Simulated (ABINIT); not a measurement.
Entries from a set of simulations; values are calculated unless marked as measured.

```cif
data_mgo
_symmetry_space_group_name_H-M 'Fm-3m'
_symmetry_Int_Tables_number 225
_cell_length_a 4.2170
_cell_length_b 4.2170
_cell_length_c 4.2170
_cell_angle_alpha 90.000
_cell_angle_beta 90.000
_cell_angle_gamma 90.000
_cell_volume 74.99
loop_
_atom_site_label
_atom_site_type_symbol
_atom_site_symmetry_multiplicity
_atom_site_Wyckoff_symbol
_atom_site_fract_x
_atom_site_fract_y
_atom_site_fract_z
_atom_site_occupancy
Mg1 Mg 4 a 0.00000 0.00000 0.00000 1
O1 O 4 b 0.50000 0.00000 0.00000 1
_calc_subject 'MgO (Periclase): one start, several treatments of the self-energy'
_calc_method 'RPA screening on PBE, plane waves, norm-conserving pseudopotentials (and 5 further levels or steps)'
_calc_program 'ABINIT 10.8.3'
_calc_settings 'cutoff 38 Ha, PseudoDojo scalar-relativistic 0.4.1 standard, norm-conserving, ngkpt (6, 6, 6), nband 166, ecuteps 11.2 Ha, gwcalctyp 1, nfreqim 16, inclvkb 2, shiftk (0, 0, 0), symchi 1, awtr 1, frequency ac, 6×6×6 k-mesh'
_calc_cost '13 runs, 18 min in all on 4 MPI ranks of Arm Neoverse V2, shared host'
_calc_notes 'The database entry behind the starting cell differs from other determinations of this structure. The cell and positions come from the Crystallography Open Database and are kept as given unless a step says otherwise. Static COHSEX lies above G0W0: it lacks the factor Z and overstates the Coulomb hole of the filled states.'
_calc_g0w0_godby_needs_plasmon_pole '7.074 eV'
_calc_g0w0_hybertsen_louie_plasmon_pole '7.508 eV'
_calc_g0w0_von_der_linden_horsch_plasmon_pole '7.334 eV'
_calc_g0w0_engel_farid_plasmon_pole '7.219 eV'
_calc_one_shot_sex '5.173 eV'
_calc_one_shot_cohsex '9.350 eV'
_calc_one_shot_hartree_fock '14.761 eV'
_calc_g0w0_contour_deformation '7.032 eV'
_calc_g0w0_analytic_continuation '7.038 eV'
_calc_known_limits 'short of the basis limit'
```

[Long decimals in the printed logs are rounded to 6 places.]

[Logs are printed without paths, hosts, clocks, repeated set-up lines and the standing remarks that a program may print on its own settings, such as how far it seeks lower states.]

[Paths, hosts, dates, memory and timing lines, banners, echoed tables and standing remarks are left out of the program output; an Ansatz launch command may be rebuilt from the run's recorded settings. Measured values are a selection of at most five: reports struck by readers or far from the other reports are left out. None is set beside runs whose start may be inverted or whose files or cutoffs have a known fault.]

[Runs of the session that timed out or met a known fault of the program may be left out.]

[Hosts, paths, dates, database ids (printed as entryN), source tags and the programs' standing remarks are cut or masked in the printed files.]

[G0W0 gaps are taken among the corrected bands and points alone; a level outside them can change the order at an edge.]

[Where Ansatz stands beside ABINIT at settings called matched, ABINIT's density can come from a denser mesh and the files from another edition; pairs whose starting gaps differed by over 0.03 eV were left out, so agreement reads better than it is.]
